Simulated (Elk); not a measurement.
**C (Fd-3m): refractive index against wavelength**

The refractive index of C (Fd-3m) below the direct gap (5.55 eV on the mesh) is read from one computed spectrum, n = √(Re ε).

Symmetry: Fd-3m, No. 227, cubic system. The conventional cell has a = 3.567 Å, b = 3.567 Å, c = 3.567 Å, α = 90.00°, β = 90.00°, γ = 90.00°. C on site a has 4 C at 1.54 Å as nearest neighbours.

Method: Elk 11.2.3 (patched build), LDA, independent particles, k-mesh 15×15×15, Lorentzian half width 0.15 eV.

Launch of the response step: `OMP_NUM_THREADS=4 elk`. The run took 17 s, its band step included, on 4 threads of Intel(R) Xeon(R) Processor @ 2.70GHz (shared host).

| wavelength (nm) | photon energy E (eV) | n |
| --- | --- | --- |
| 850 | 1.459 | 2.4497 |
| 700 | 1.771 | 2.4597 |
| 633 | 1.959 | 2.4667 |
| 532 | 2.331 | 2.4832 |
| 450 | 2.755 | 2.5066 |
| 405 | 3.061 | 2.5269 |
| 365 | 3.397 | ? |

In the single-oscillator model n² − 1 = E₀E_d/(E₀² − E²), so 1/(n² − 1) = E₀/E_d − E²/(E₀E_d) is linear in E².

Working, on the rows shown:

| x = E² (eV²) | y = 1/(n² − 1) |
| --- | --- |
| 2.12762 | 0.199959 |
| 3.13716 | 0.198015 |
| 3.83641 | 0.196672 |
| 5.43137 | 0.193563 |
| 7.59115 | 0.189285 |
| 9.37179 | 0.185693 |

Means: x̄ = 5.2493, ȳ = 0.19386. Σ(x − x̄)(y − ȳ) = -0.07622, Σ(x − x̄)² = 38.71. Slope = -0.07622 / 38.71 = -0.001969; intercept = ȳ − slope · x̄ = 0.2042. Turned back into n, the line misses the rows shown by at most 0.00031.

Predict the last column of the withheld row from the fit.

At x = 11.538 the line gives y = 0.18148, that is 2.5515. The run gave 2.5532, so the extrapolation is off by 0.0017, 1.6 % of the range in the table.

Refitted with all rows, the slope is -0.00199 and the intercept 0.20429. These give E₀ = √(intercept/−slope) = 10.13 eV and E_d = E₀/intercept = 49.6 eV; E₀ is 1.8 times the direct gap. The electronic limit at long wavelengths, without lattice vibrations, is n = √(1 + 1/intercept) = 2.428. Excitons are left out and so are local fields; LDA gaps are as a rule too small. The values come from a sum over the points of one k-mesh and carry its error, which grows as the direct gap shrinks.
